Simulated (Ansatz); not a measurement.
In doubt: masses and optical values from hybrid runs of this build are listed as unsure (in some of the runs), which bears on the screening that GW takes from such a start.

Two G0W0 runs on GeSb4Te7 (P-3m1).

The structure is trigonal, space group P-3m1 (No. 164). The conventional cell has a = 4.289 Å, b = 4.289 Å, c = 24.638 Å, α = 90.00°, β = 90.00°, γ = 120.00°. Nearest to Ge lie 6 Te at 3.00 Å. Nearest to Sb lie 6 Te at 3.01 to 3.18 Å. Sb has 6 Te at 3.00 to 3.19 Å nearest. Te has 3 Sb at 3.01 Å nearest. Te has 3 Sb at 3.00 Å nearest. Nearest to Te lie 3 Ge at 3.00 Å and 3 Sb at 3.19 Å. Farther neighbours and most contacts between anions are not listed.

```xyz
12
Lattice="4.2893 0.0000 0.0000 -2.1447 3.7146 0.0000 0.0000 0.0000 24.6378" Properties=species:S:1:pos:R:3 pbc="T T T"
Ge    0.0000    0.0000   12.3189
Sb    2.1447    1.2382   22.6396
Sb    0.0000    2.4764    8.6171
Sb    0.0000    2.4764    1.9982
Sb    2.1447    1.2382   16.0207
Te    0.0000    2.4764   20.9355
Te    2.1447    1.2382    3.7023
Te    0.0000    0.0000   17.7140
Te    2.1447    1.2382   10.6286
Te    0.0000    2.4764   14.0092
Te    0.0000    0.0000    0.0000
Te    0.0000    0.0000    6.9238
```

The cell and positions are those that the Materials Project relaxed with its own functionals (PBE, PBE+U or r2SCAN), kept fixed. Spin-orbit coupling is left out unless a run names it.

The first (Ansatz 0.2.0; start PBE with 20 % exact exchange, 6×6×1 mesh, 1028 empty bands, screening to 110 eV, PAW set soft_1 files; 1 × NVIDIA H100 80GB HBM3 (shared by 6 runs) with 2 threads of AMD EPYC 7R13 (Zen 3), shared host) gave, on its mesh: starting gap 1.19 eV, G0W0 gap 0.93 eV, RPA ε∞ (mean) 18.76, 5 min.

The second gave: starting gap 4.26 eV, G0W0 gap 1.66 eV, RPA ε∞ (mean) 6.47, 6 min.

Question: What was changed in the input? Choose among start, files, mesh, bands and cutoff, frequency model or another key.

Changed: start from PBE with 20 % exact exchange to Hartree-Fock. A jump of this size in the start, with ε∞ moving the other way, marks another functional. Other changes could give like numbers; this is the one that was made.

Limits: not at the basis limit; no spin-orbit coupling.

[Paths, hosts, dates, memory and timing lines, banners, echoed tables and standing remarks are left out of the program output.]

[Logs are printed without paths, hosts, clocks, repeated set-up lines and the standing remarks that a program may print on its own settings, such as how far it seeks lower states.]

[Runs of the session that timed out or met a known fault of the program may be left out.]

[Cells called generated may have been cut or substituted from an entry of the Crystallography Open Database or the Materials Project.]

[Hosts, paths, dates, database ids (printed as entryN), source tags and the programs' standing remarks are cut or masked in the printed files.]
